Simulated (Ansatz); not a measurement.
**How fast states decay through WS2Br2**

A new crystal, WS2Br2: structure, gap and complex bands. It is built by putting Br for F, S for O in the WO2F2 structure of space group Cmcm, with the volume rescaled by atomic radii. The parent structure comes from the Materials Project.

Program: Ansatz 0.2.0. Level of theory: LDA DFT, plane waves, PAW files, in the first sound run; inputs show where later runs differ. Results are calculated unless marked as measured.

The structure was built from a prototype and need not be the compound's stable phase.

## Step 1: The structure

It takes space group Cmcm (No. 63, orthorhombic). Conventional cell: a = 6.774 Å, b = 6.803 Å, c = 10.639 Å, α = 90.00°, β = 90.00°, γ = 90.00°. W has 4 S at 2.19 to 2.63 Å and 2 Br at 2.32 Å nearest. Nearest to S lie 2 W at 2.19 to 2.63 Å. Nearest to Br lie 1 W at 2.32 Å. It derives from WO2F2. Br for F, S for O in the WO2F2 structure of space group Cmcm. Farther neighbours and most contacts between anions are not listed.

## Step 2: Relaxing the new crystal

The substituted atoms don't fit the parent's cell, so cell and atoms relax together. A small smearing keeps the run stable in case the gap closes on the way.

input.yaml reads:

```yaml
crystal:
  lattice:
    - [3.387024374, -3.4012706389, 0.0]
    - [3.387024374, 3.4012706389, 0.0]
    - [0.0, 0.0, 10.6386197885]
  atoms:
    - { symbol: W, position: [0.68331245, 0.31668755, 0.25] }
    - { symbol: W, position: [0.31668755, 0.68331245, 0.75] }
    - { symbol: S, position: [0.77133164, 0.72486839, 0.75] }
    - { symbol: S, position: [0.72486839, 0.77133164, 0.25] }
    - { symbol: S, position: [0.27513161, 0.22866836, 0.75] }
    - { symbol: S, position: [0.22866836, 0.27513161, 0.25] }
    - { symbol: Br, position: [0.75135881, 0.24864119, 0.03636658] }
    - { symbol: Br, position: [0.75135881, 0.24864119, 0.46363342] }
    - { symbol: Br, position: [0.24864119, 0.75135881, 0.53636658] }
    - { symbol: Br, position: [0.24864119, 0.75135881, 0.96363342] }
kpoints:
  mp_grid: { grid: [4, 4, 2] }
scf:
  occupations: { method: gaussian, width: 0.03 }
hamiltonian:
  xc: lda
output:
  forces: true
  stress: true
relax:
  f_tol: 0.02
  max_steps: 60
  cell: {}
```

On the command line:

```sh
> ansatz run input.yaml --threads 2 --pin off --max-ram 4096MiB --backend cpu --events-out ev --progress --plain --runs-dir out
```

Numbers of over 12 decimals in the logs are rounded to 6 here.

Log:

```text
Engine: ansatz 0.2.0, x86_64-unknown-linux-gnu
Pseudopotentials: kind: paw
Pseudopotential: W, paw, valence charge 14, recommended cutoff 420 eV (normal), W.paw.azcp
Pseudopotential: S, paw, valence charge 6, recommended cutoff 420 eV (normal), S.paw.azcp
Pseudopotential: Br, paw, valence charge 7, recommended cutoff 420 eV (normal), Br.paw.azcp
Functional definition: SPW92
  exchange = slater_x
  correlation = pw_c
Crystal: 10 atoms, lattice volume = 245.118 Å³
Basis set: ecut = 420 eV, 4735 PW (Γ)
Bands: 50, of which v1, the nominal top of the filled ones, is band 40 counted from 1 (39 counted from 0)
Symmetry: 8 space group operations
Space group: Cmcm (ITA 63), of the structure as read, at distance tolerance 6.3e-5 Å
k-points: 14 of 32
Non-local potential: W, projectors of the file, l = 0: 3, l = 1: 2, l = 2: 2, l = 3: 1
Non-local potential: S, projectors of the file, l = 0: 2, l = 1: 2, l = 2: 2
Non-local potential: Br, projectors of the file, l = 0: 2, l = 1: 2, l = 2: 2
PAW form: soft (Blöchl's): semilocal exchange-correlation on the pseudo side does not see the compensation charge
PAW frozen core: W, regenerated for the run's functional, and the local potential with it (the file was generated under x = pbe(κ = 0.804, μ = 0.219515), c = pbe(β = 0.066725))
PAW frozen core: S, regenerated for the run's functional, and the local potential with it (the file was generated under x = pbe(κ = 0.804, μ = 0.219515), c = pbe(β = 0.066725))
PAW frozen core: Br, regenerated for the run's functional, and the local potential with it (the file was generated under x = pbe(κ = 0.804, μ = 0.219515), c = pbe(β = 0.066725))
PAW one-centre angular grid: W, 590 points (default); XC on 64 Gauss nodes
PAW one-centre angular grid: S, 110 points (default); XC on 64 Gauss nodes
PAW one-centre angular grid: Br, 110 points (default); XC on 64 Gauss nodes
Initial density: superposition of atomic densities (neutral atoms: chi_scale 0, normalization atom), corrected by the library's trained network
Initial wavefunctions: pseudopotential atomic-orbital guess
Functional: x = slater, c = lda
SCF iter   1: F=—  HF=-34515.322535 eV  |F-HF|=—  |Δ(HF+E_count)|=         —  Δρ=8.52e-3  dr2=3.14e-1  ethr=1.77e-3  ⟨swp⟩=10.4  Hψ=3348  notcnv=0
preconditioner: auto → Resta (q_TF=auto, 2.264 Å⁻¹)  ε∞=6.6  [insulator: Δε(μ)=0.243 eV  Ē_g=7.989 eV  σ=0.030 eV  W_gap=1.00  n_scr=54 (ndim 8)  ℏωp=19.0 eV  f_vac=0.017  D(μ)=0.00/eV (n_scr^D=0)  ε∞_Penn≈6.6]
SCF iter   2: F=—  HF=-34515.283231 eV  |F-HF|=—  |Δ(HF+E_count)|=   3.93e-2  Δρ=4.41e-3  dr2=6.79e-2  ethr=3.92e-4  ⟨swp⟩=2.6  Hψ=1219  notcnv=0  defer=45
SCF iter   3: F=—  HF=-34515.272549 eV  |F-HF|=—  |Δ(HF+E_count)|=   1.07e-2  Δρ=2.14e-3  dr2=8.53e-3  ethr=8.49e-5  ⟨swp⟩=2.0  Hψ=1078  notcnv=0  defer=45
SCF iter   4: F=—  HF=-34515.270623 eV  |F-HF|=—  |Δ(HF+E_count)|=   1.93e-3  Δρ=3.82e-4  dr2=7.61e-4  ethr=1.07e-5  ⟨swp⟩=2.8  Hψ=1265  notcnv=0  defer=45
SCF iter   5: F=—  HF=-34515.270520 eV  |F-HF|=—  |Δ(HF+E_count)|=   1.03e-4  Δρ=1.37e-4  dr2=9.39e-5  ethr=9.52e-7  ⟨swp⟩=2.4  Hψ=1036  notcnv=0  defer=45
SCF iter   6: F=—  HF=-34515.270674 eV  |F-HF|=—  |Δ(HF+E_count)|=   1.54e-4  Δρ=3.00e-5  dr2=2.50e-6  ethr=1.17e-7  ⟨swp⟩=2.0  Hψ=978  notcnv=0  defer=45
SCF iter   7: F=—  HF=-34515.270674 eV  |F-HF|=—  |Δ(HF+E_count)|=   4.90e-7  Δρ=7.14e-6  dr2=1.44e-7  ethr=3.13e-9  ⟨swp⟩=2.4  Hψ=1115  notcnv=0  defer=45
SCF iter   8: F=-34515.270674 eV  HF=-34515.270674 eV  |F-HF|=7.28e-12  |Δ(HF+E_count)|=   5.99e-8  Δρ=1.42e-6  dr2=8.07e-9  ethr=1.25e-10  ⟨swp⟩=4.5  Hψ=2326  notcnv=0
SCF 1 converged in 8 iterations: F = -34515.270674 eV  dr2 = 8.07e-9
  greatest PAW one-centre occupation: 1.000 electrons in one spin orbital (limit 2), on the W atom at site 1 (counted from 0), in its partial waves of l = 0
relax step   1: F+E_penalty+E_count = -34515.27067449 eV  Δ(F+E_penalty+E_count) = +0.000e0 eV  max|allowed force component| = 2.744e0 eV/Å  Δτ_max = 0.0000 Å  P = +2.660 GPa  Ω = 245.118 Å³  (8 SCF iters, dr2 threshold 1.00e-7 eV, accepted)
Crystal: 10 atoms, lattice volume = 236.607 Å³
Basis set: ecut = 420 eV, 4591 PW (Γ)
Initial density: handed on by an earlier stage of this run
Initial wavefunctions: those handed on with the density
iter 1 solved again at ethr=5.13e-4 eV; its pass at ethr=3.10e-3 eV (dr2=4.10e-1 eV) is discarded
SCF iter   1: F=—  HF=-34515.919992 eV  |F-HF|=—  |Δ(HF+E_count)|=         —  Δρ=1.22e-2  dr2=4.10e-1  ethr=5.13e-4  ⟨swp⟩=1.2  Hψ=3955  notcnv=0
preconditioner: auto → Resta (q_TF=auto, 2.277 Å⁻¹)  ε∞=7.0  [insulator: Δε(μ)=0.582 eV  Ē_g=7.889 eV  σ=0.030 eV  W_gap=1.00  n_scr=54 (ndim 8)  ℏωp=19.3 eV  f_vac=0.004  D(μ)=0.00/eV (n_scr^D=0)  ε∞_Penn≈7.0]
SCF iter   2: F=—  HF=-34515.834207 eV  |F-HF|=—  |Δ(HF+E_count)|=   8.58e-2  Δρ=6.33e-3  dr2=1.22e-1  ethr=5.12e-4  ⟨swp⟩=1.0  Hψ=700  notcnv=0
SCF iter   3: F=—  HF=-34515.803289 eV  |F-HF|=—  |Δ(HF+E_count)|=   3.09e-2  Δρ=8.58e-4  dr2=3.31e-3  ethr=1.52e-4  ⟨swp⟩=2.6  Hψ=1207  notcnv=0
SCF iter   4: F=—  HF=-34515.802507 eV  |F-HF|=—  |Δ(HF+E_count)|=   7.81e-4  Δρ=2.11e-4  dr2=3.78e-4  ethr=4.14e-6  ⟨swp⟩=2.0  Hψ=1025  notcnv=0
SCF iter   5: F=—  HF=-34515.802579 eV  |F-HF|=—  |Δ(HF+E_count)|=   7.12e-5  Δρ=9.77e-5  dr2=3.57e-5  ethr=4.73e-7  ⟨swp⟩=2.0  Hψ=1048  notcnv=0
SCF iter   6: F=—  HF=-34515.802571 eV  |F-HF|=—  |Δ(HF+E_count)|=   7.25e-6  Δρ=1.51e-5  dr2=1.05e-6  ethr=4.46e-8  ⟨swp⟩=2.0  Hψ=1106  notcnv=0
SCF iter   7: F=-34515.802572 eV  HF=-34515.802572 eV  |F-HF|=7.47e-9  |Δ(HF+E_count)|=   1.32e-7  Δρ=4.32e-6  dr2=6.85e-8  ethr=1.25e-9  ⟨swp⟩=4.1  Hψ=2327  notcnv=0
SCF 2 converged in 7 iterations: F = -34515.802572 eV  dr2 = 6.85e-8
relax step   2: F+E_penalty+E_count = -34515.80257154 eV  Δ(F+E_penalty+E_count) = -5.319e-1 eV  max|allowed force component| = 7.283e-1 eV/Å  Δτ_max = 0.1922 Å  P = -1.294 GPa  Ω = 236.607 Å³  energy of the carried Pulay correction = +1.326e-3 eV  (7 SCF iters, dr2 threshold 1.00e-6 eV, accepted)
Crystal: 10 atoms, lattice volume = 243.208 Å³
iter 1 solved again at ethr=1.17e-4 eV; its pass at ethr=3.10e-3 eV (dr2=9.35e-2 eV) is discarded
SCF iter   1: F=—  HF=-34515.877006 eV  |F-HF|=—  |Δ(HF+E_count)|=         —  Δρ=7.14e-3  dr2=9.51e-2  ethr=1.17e-4  ⟨swp⟩=2.0  Hψ=3920  notcnv=0
preconditioner: auto → Resta (q_TF=auto, 2.267 Å⁻¹)  ε∞=6.8  [insulator: Δε(μ)=0.779 eV  Ē_g=7.878 eV  σ=0.030 eV  W_gap=1.00  n_scr=54 (ndim 8)  ℏωp=19.0 eV  f_vac=0.007  D(μ)=0.00/eV (n_scr^D=0)  ε∞_Penn≈6.8]
[...]
SCF 3 converged in 6 iterations: F = -34515.848591 eV  dr2 = 1.45e-7
relax step   3: F+E_penalty+E_count = -34515.84859070 eV  Δ(F+E_penalty+E_count) = -4.602e-2 eV  max|allowed force component| = 8.528e-1 eV/Å  Δτ_max = 0.1938 Å  P = +0.785 GPa  Ω = 243.208 Å³  energy of the carried Pulay correction = +2.935e-4 eV  (6 SCF iters, dr2 threshold 1.00e-6 eV, accepted)
[... from here on, the SCF cycles and remarks between the steps are left out ...]
relax step   4: F+E_penalty+E_count = -34515.98139930 eV  Δ(F+E_penalty+E_count) = -1.328e-1 eV  max|allowed force component| = 3.516e-1 eV/Å  Δτ_max = 0.0606 Å  P = -0.384 GPa  Ω = 247.617 Å³  energy of the carried Pulay correction = -3.806e-4 eV  (6 SCF iters, dr2 threshold 1.00e-6 eV, accepted)
relax step   5: F+E_penalty+E_count = -34516.03558676 eV  Δ(F+E_penalty+E_count) = -5.419e-2 eV  max|allowed force component| = 1.389e-1 eV/Å  Δτ_max = 0.0750 Å  P = -0.340 GPa  Ω = 249.670 Å³  energy of the carried Pulay correction = -6.904e-4 eV  (7 SCF iters, dr2 threshold 1.00e-6 eV, accepted)
relax step   6: F+E_penalty+E_count = -34516.05031699 eV  Δ(F+E_penalty+E_count) = -1.473e-2 eV  max|allowed force component| = 4.641e-2 eV/Å  Δτ_max = 0.0270 Å  P = -0.129 GPa  Ω = 249.830 Å³  energy of the carried Pulay correction = -7.144e-4 eV  (6 SCF iters, dr2 threshold 1.00e-6 eV, accepted)
relax step   7: F+E_penalty+E_count = -34516.05113735 eV  Δ(F+E_penalty+E_count) = -8.204e-4 eV  max|allowed force component| = 2.057e-2 eV/Å  Δτ_max = 0.0117 Å  P = +0.100 GPa  Ω = 250.092 Å³  energy of the carried Pulay correction = -7.537e-4 eV  (6 SCF iters, dr2 threshold 2.04e-7 eV, accepted)
relax step   8: F+E_penalty+E_count = -34516.05144361 eV  Δ(F+E_penalty+E_count) = -3.063e-4 eV  max|allowed force component| = 1.764e-2 eV/Å  Δτ_max = 0.0041 Å  P = +0.024 GPa  Ω = 250.211 Å³  energy of the carried Pulay correction = -7.716e-4 eV  (5 SCF iters, dr2 threshold 7.68e-8 eV, accepted)
relax step   9: F+E_penalty+E_count = -34516.05169499 eV  Δ(F+E_penalty+E_count) = -2.514e-4 eV  max|allowed force component| = 3.009e-2 eV/Å  Δτ_max = 0.0050 Å  P = -0.017 GPa  Ω = 250.321 Å³  energy of the carried Pulay correction = -7.880e-4 eV  (8 SCF iters, accepted)
relax step  10: F+E_penalty+E_count = -34516.05186602 eV  Δ(F+E_penalty+E_count) = -1.710e-4 eV  max|allowed force component| = 1.929e-2 eV/Å  Δτ_max = 0.0043 Å  P = -0.014 GPa  Ω = 250.424 Å³  energy of the carried Pulay correction = -8.035e-4 eV  (6 SCF iters, dr2 threshold 5.66e-8 eV, accepted)
relax step  11: F+E_penalty+E_count = -34516.05194759 eV  Δ(F+E_penalty+E_count) = -8.157e-5 eV  max|allowed force component| = 3.104e-3 eV/Å  Δτ_max = 0.0030 Å  P = +0.000 GPa  Ω = 250.459 Å³  energy of the carried Pulay correction = -8.087e-4 eV  (8 SCF iters, accepted)
Initial wavefunctions: pseudopotential atomic-orbital guess (no wavefunctions were taken with the density)
iter 1 solved again at ethr=1.21e-6 eV; its pass at ethr=3.10e-3 eV (dr2=9.65e-4 eV) is discarded
SCF iter   1: F=—  HF=-34516.052704 eV  |F-HF|=—  |Δ(HF+E_count)|=         —  Δρ=1.00e-4  dr2=1.58e-6  ethr=1.21e-6  ⟨swp⟩=3.2  Hψ=5023  notcnv=0
eigensolver tolerance schedule: the retry pair's looser diagonalisation over-reported the residual by 610.43 of it (diagonalisation noise at 0.31 of the residual, at the tolerance the schedule requests for it); recorded, not acted on — ethr = c·dr2/N_el stays at c = 1.0e-1
preconditioner: auto → Resta (q_TF=auto, 2.256 Å⁻¹)  ε∞=6.7  [insulator: Δε(μ)=0.896 eV  Ē_g=7.866 eV  σ=0.030 eV  W_gap=1.00  n_scr=54 (ndim 8)  ℏωp=18.8 eV  f_vac=0.011  D(μ)=0.00/eV (n_scr^D=0)  ε∞_Penn≈6.7]
SCF iter   2: F=—  HF=-34516.052862 eV  |F-HF|=—  |Δ(HF+E_count)|=   1.58e-4  Δρ=5.11e-5  dr2=4.06e-7  ethr=1.97e-9  ⟨swp⟩=3.2  Hψ=1484  notcnv=0
SCF iter   3: F=—  HF=-34516.052865 eV  |F-HF|=—  |Δ(HF+E_count)|=   3.33e-6  Δρ=2.35e-6  dr2=1.39e-8  ethr=5.07e-10  ⟨swp⟩=1.4  Hψ=891  notcnv=0
SCF iter   4: F=—  HF=-34516.052865 eV  |F-HF|=—  |Δ(HF+E_count)|=  3.06e-10  Δρ=1.10e-6  dr2=4.56e-9  ethr=1.74e-11  ⟨swp⟩=2.1  Hψ=1062  notcnv=0
SCF iter   5: F=—  HF=-34516.052865 eV  |F-HF|=—  |Δ(HF+E_count)|=  7.13e-10  Δρ=4.87e-7  dr2=3.36e-10  ethr=5.70e-12  ⟨swp⟩=1.6  Hψ=853  notcnv=0
SCF iter   6: F=-34516.052865 eV  HF=-34516.052865 eV  |F-HF|=2.18e-11  |Δ(HF+E_count)|=  4.37e-11  Δρ=5.47e-8  dr2=5.91e-12  ethr=1.00e-12  ⟨swp⟩=5.0  Hψ=2706  notcnv=0
SCF 12 converged in 6 iterations: F = -34516.052865 eV  dr2 = 5.91e-12
relax step  12: F+E_penalty+E_count = -34516.05286536 eV  Δ(F+E_penalty+E_count) = -9.178e-4 eV  max|allowed force component| = 3.187e-3 eV/Å  Δτ_max = 0.0000 Å  P = +0.002 GPa  Ω = 250.459 Å³  stress off target by 1.69e-2 GPa  SCF on the basis re-selected at this cell (its energy is not comparable with the rows above)  (6 SCF iters)
basis re-selected at this cell: Δ(F+E_penalty+E_count) = -9.178e-4 eV, ΔP = +0.002 GPa vs the last step (what re-selecting the basis moved, of the pressure what is left beyond the Pulay correction that the steps carried, after the strain that the cell walked since its last selection, with what the two solves' SCF thresholds leave and, on support functions, any second-order correction that the steps lacked; it is no m [...]
SCF converged after 6 iterations
Free energy (F): -34516.052865 eV
Harris-Foulkes:  -34516.052865 eV  (|F-HF|=2.18e-11)
Internal energy: -34516.052865 eV  (E = F + TS)
E sigma→0 (E₀):  -34516.052865 eV
Fermi energy:    5.826451 eV
--- Per-component energies (eV) ---
  E_band       = -683.848043
  E_kinetic    = 1857.924203
  E_local      = -4630.944075  (includes V_loc(G=0)·N_el)
  E_nonlocal   = 421.141679
  E_hartree    = 1619.250379
  E_xc         = -1953.052569
  E_vxc        = -1239.091183  (∫ρ·V_xc dr)
  E_paw        = -27537.914042  (= ΣΔE_a)
  E_vpaw       = -331.379370  (= ΣTr[D̂ρ^β])
  E_aug_tail   = -0.000136  (compensation charges beyond the density's cutoff)
  E_ewald      = -4294.463445
  E_core_change = 2.005141  (= ΣΔE_core)
  E_smearing   = -0.000000  (= −TS)
  E_closure    = 0.000000  (closes the sum)
  Σ components = -34516.052865   (vs F -34516.052865, Δ=0.00e0)
--- Forces (eV/Å), atoms counted from 1 ---
  atom   1  W      0.00000000     0.00146573     0.00000000
  atom   2  W      0.00000000    -0.00146573     0.00000000
  atom   3  S     -0.00055917     0.00318677     0.00000000
  atom   4  S     -0.00055917    -0.00318677     0.00000000
  atom   5  S      0.00055917     0.00318677     0.00000000
  atom   6  S      0.00055917    -0.00318677     0.00000000
  atom   7  Br     0.00000000     0.00139573    -0.00248494
  atom   8  Br     0.00000000     0.00139573     0.00248494
  atom   9  Br     0.00000000    -0.00139573    -0.00248494
  atom  10  Br     0.00000000    -0.00139573     0.00248494
  max |Σ_I F_I| component: 2.17e-19 eV/Å
--- Stress (GPa, compression-positive) ---
       -0.009991       0.000000       0.000000
        0.000000       0.016923       0.000000
        0.000000       0.000000      -0.000605
  P = ⅓ Tr σ = 0.0021 GPa (0.021 kbar)
--- Relaxed structure (11 steps of the walk, 11 accepted, 1 SCFs on fresh bases) ---
  F+E_penalty+E_count = -34516.05286536 eV   max|allowed force component| = 3.187e-3 eV/Å   (the final SCF, on the basis selected at the relaxed cell)
  cell:  # Å, volume = 250.4586 Å³
    - [3.374843, -3.600581, 0.0]
    - [3.374843, 3.600581, 0.0]
    - [0.0, 0.0, 10.305753]
  atoms:
    - { symbol: W, position: [0.662440, 0.337560, 0.250000] }
    - { symbol: W, position: [0.337560, 0.662440, 0.750000] }
    - { symbol: S, position: [0.765745, 0.742342, 0.750000] }
    - { symbol: S, position: [0.742342, 0.765745, 0.250000] }
    - { symbol: S, position: [0.257658, 0.234255, 0.750000] }
    - { symbol: S, position: [0.234255, 0.257658, 0.250000] }
    - { symbol: Br, position: [0.763636, 0.236364, 0.026536] }
    - { symbol: Br, position: [0.763636, 0.236364, 0.473464] }
    - { symbol: Br, position: [0.236364, 0.763636, 0.526536] }
    - { symbol: Br, position: [0.236364, 0.763636, 0.973464] }
```

Elapsed: 60 s, on 2 threads of Intel Xeon Platinum 8259CL at 2.50GHz (Skylake/Cascade Lake), shared host; peak memory 0.64 GiB; 1.9 min of CPU time.

Relaxation path:

| step | energy less that of the first step (eV) | largest force component (eV/Å) | pressure (GPa) | volume (Å³) |
| --- | --- | --- | --- | --- |
| 1 | 0.0000 | 2.7437 | 2.66 | 245.12 |
| 2 | -0.5319 | 0.7283 | -1.29 | 236.61 |
| 3 | -0.5779 | 0.8528 | 0.78 | 243.21 |
| 4 | -0.7107 | 0.3516 | -0.38 | 247.62 |
| 5 | -0.7649 | 0.1389 | -0.34 | 249.67 |
| 6 | -0.7796 | 0.0464 | -0.13 | 249.83 |
| 7 | -0.7805 | 0.0206 | 0.10 | 250.09 |
| 8 | -0.7808 | 0.0176 | 0.02 | 250.21 |
| 9 | -0.7810 | 0.0301 | -0.02 | 250.32 |
| 10 | -0.7812 | 0.0193 | -0.01 | 250.42 |
| 11 | -0.7813 | 0.0031 | 0.00 | 250.46 |
| 12* | -0.7822 | 0.0032 | 0.00 | 250.46 |

Relaxation steps marked * repeat the geometry before them on a plane-wave basis chosen anew for their cell, so energy and pressure can jump there.

The run keeps the 8 symmetry operations that it works with, so distortions that break them were not tested.

| conventional cell, symmetrised | before | after | change |
| --- | --- | --- | --- |
| a (Å) | 6.774 | 6.750 | -0.4 % |
| b (Å) | 6.803 | 7.201 | +5.9 % |
| c (Å) | 10.639 | 10.306 | -3.1 % |
| volume (Å³/atom) | 24.51 | 25.05 | +2.2 % |

The atoms that moved most (Å, as changes of fractional coordinates times the final cell):

| atom | dx | dy | dz | length |
| --- | --- | --- | --- | --- |
| W2 | 0.000 | -0.150 | 0.000 | 0.150 |
| W1 | 0.000 | 0.150 | 0.000 | 0.150 |
| Br8 | 0.000 | -0.088 | 0.101 | 0.134 |
| Br9 | 0.000 | 0.088 | -0.101 | 0.134 |
| Br7 | 0.000 | -0.088 | -0.101 | 0.134 |
| Br10 | 0.000 | 0.088 | 0.101 | 0.134 |
| S4 | 0.040 | -0.083 | 0.000 | 0.092 |
| S3 | 0.040 | 0.083 | 0.000 | 0.092 |

Final coordinates:

```cif
data_structure
_symmetry_space_group_name_H-M 'P 1'
_symmetry_Int_Tables_number 1
_cell_length_a 4.9350
_cell_length_b 4.9350
_cell_length_c 10.3058
_cell_angle_alpha 90.000
_cell_angle_beta 90.000
_cell_angle_gamma 93.707
_cell_volume 250.46
loop_
_atom_site_label
_atom_site_type_symbol
_atom_site_fract_x
_atom_site_fract_y
_atom_site_fract_z
_atom_site_occupancy
W1 W 0.66244 0.33756 0.25000 1
W2 W 0.33756 0.66244 0.75000 1
S3 S 0.76574 0.74234 0.75000 1
S4 S 0.74234 0.76574 0.25000 1
S5 S 0.25766 0.23426 0.75000 1
S6 S 0.23426 0.25766 0.25000 1
Br7 Br 0.76364 0.23636 0.02654 1
Br8 Br 0.76364 0.23636 0.47346 1
Br9 Br 0.23636 0.76364 0.52654 1
Br10 Br 0.23636 0.76364 0.97346 1
```

Numbers from this step:

```
free energy  : -34516.0529 eV
Fermi energy : 5.826 eV
pressure     : 0.002109 GPa
```

The largest force component on a free atom ends at 0.0032 eV/Å.

(Continued in part 2 of 3.)

[Logs are printed without paths, hosts, clocks, repeated set-up lines and the standing remarks that a program may print on its own settings, such as how far it seeks lower states.]

[Hosts, paths, dates, database ids (printed as entryN), source tags and the programs' standing remarks are cut or masked in the printed files.]

[New means built here by substitution; the compound itself may be known and measured.]
